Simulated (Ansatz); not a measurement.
## Dielectric function and optical constants of Al2Cu (Khatyrkite): ground state and bands

Ansatz 0.2.0; DFT, LDA, plane-wave PAW, default files, scalar-relativistic, ground state.

First the ground state: is it a metal or has it a gap?

input.yaml reads:

```yaml
crystal:
  lattice:
    - [-3.0335, 3.0335, 2.4385]
    - [3.0335, -3.0335, 2.4385]
    - [3.0335, 3.0335, -2.4385]
  atoms:
    - { symbol: Cu, position: [0.25, 0.25, 0.0] }
    - { symbol: Cu, position: [0.75, 0.75, 0.0] }
    - { symbol: Al, position: [0.3419, 0.1581, 0.5] }
    - { symbol: Al, position: [0.8419, 0.3419, 0.1838] }
    - { symbol: Al, position: [0.6581, 0.8419, 0.5] }
    - { symbol: Al, position: [0.1581, 0.6581, 0.8162] }
kpoints:
  mp_grid: { grid: [6, 6, 6] }
  band_path:
    path:
      - [[0.0, 0.0, 0.0], [0.0, 0.0, 0.5], [-0.5, 0.5, 0.5], [0.0, 0.0, 0.0], [0.41154649, 0.41154649, -0.41154649], [0.25, 0.25, 0.25], [0.0, 0.5, 0.0], [-0.41154649, 0.58845351, 0.41154649], [-0.5, 0.5, 0.5]]
      - [[0.0, 0.0, 0.5], [0.25, 0.25, 0.25]]
    npoints: 5
scf:
  occupations: { method: fermi_dirac, width: 0.05 }
  n_extra_bands: 10
hamiltonian:
  xc: lda
  pseudopotentials: { kind: paw }
output:
  forces: true
  stress: true
  populations: true
  write_bands: true
```

Launch:

```sh
$ ansatz run input.yaml --threads 4 --pin off --max-ram 8192MiB --backend cpu --events-out ev --progress --plain --runs-dir out
```

Before running it: what should come out for the electronic bands?

An even count of 50 valence electrons could fill 25 bands, but bands overlap in energy here, so the system is a metal.

Numbers from this step:

| Quantity | Value |
| --- | --- |
| volume | 89.76 Å³ |
| gap on the path | 0 eV |

Electronic bands along the path, in eV, zero at the Fermi level; # counts the bands kept:

```csv
point,#13,#14,#15,#16,#17,#18,#19,#20
Γ,-2.81,-1.90,-1.25,-1.05,-1.05,-0.68,-0.35,0.20
0.60 of the way,-2.29,-2.26,-1.98,-1.20,-0.85,-0.66,1.83,1.99
X,-2.72,-2.63,-1.34,-1.16,-0.94,-0.56,0.87,1.28
0.60 of the way,-3.12,-3.12,-2.96,-1.81,0.91,1.16,3.40,3.86
M,-3.24,-3.12,-3.12,-1.70,2.59,3.04,3.04,3.44
0.40 of the way,-3.12,-3.12,-2.10,-1.82,0.64,0.90,1.85,2.45
Γ,-2.81,-1.90,-1.25,-1.05,-1.05,-0.68,-0.35,0.20
0.60 of the way,-3.12,-3.12,-2.91,-0.76,-0.69,-0.69,0.25,3.58
Z,-3.21,-3.15,-3.15,-0.94,1.55,1.85,1.85,2.12
0.40 of the way,-3.33,-2.82,-2.62,-1.82,0.85,1.06,1.08,3.86
P,-3.64,-3.64,0.48,0.48,0.85,0.85,1.97,1.97
0.40 of the way,-3.52,-3.52,-0.71,-0.71,0.52,0.52,2.56,2.56
N,-2.98,-2.98,-2.49,-2.49,0.31,0.31,4.09,4.09
0.40 of the way,-3.27,-3.08,-2.05,-1.76,-1.19,1.69,2.52,2.98
Z1,-3.21,-3.15,-3.15,-0.94,1.55,1.85,1.85,2.12
0.40 of the way,-3.23,-3.13,-3.13,-1.44,2.11,2.46,2.46,2.69
M,-3.24,-3.12,-3.12,-1.70,2.59,3.04,3.04,3.44
jump to X,-2.72,-2.63,-1.34,-1.16,-0.94,-0.56,0.87,1.28
0.40 of the way,-3.25,-3.21,-0.87,-0.82,0.58,0.96,1.07,1.44
P,-3.64,-3.64,0.48,0.48,0.85,0.85,1.97,1.97
```

[Logs are printed without paths, hosts, clocks, repeated set-up lines and the standing remarks that a program may print on its own settings, such as how far it seeks lower states.]

[Hosts, paths, dates, database ids (printed as entryN), source tags and the programs' standing remarks are cut or masked in the printed files.]
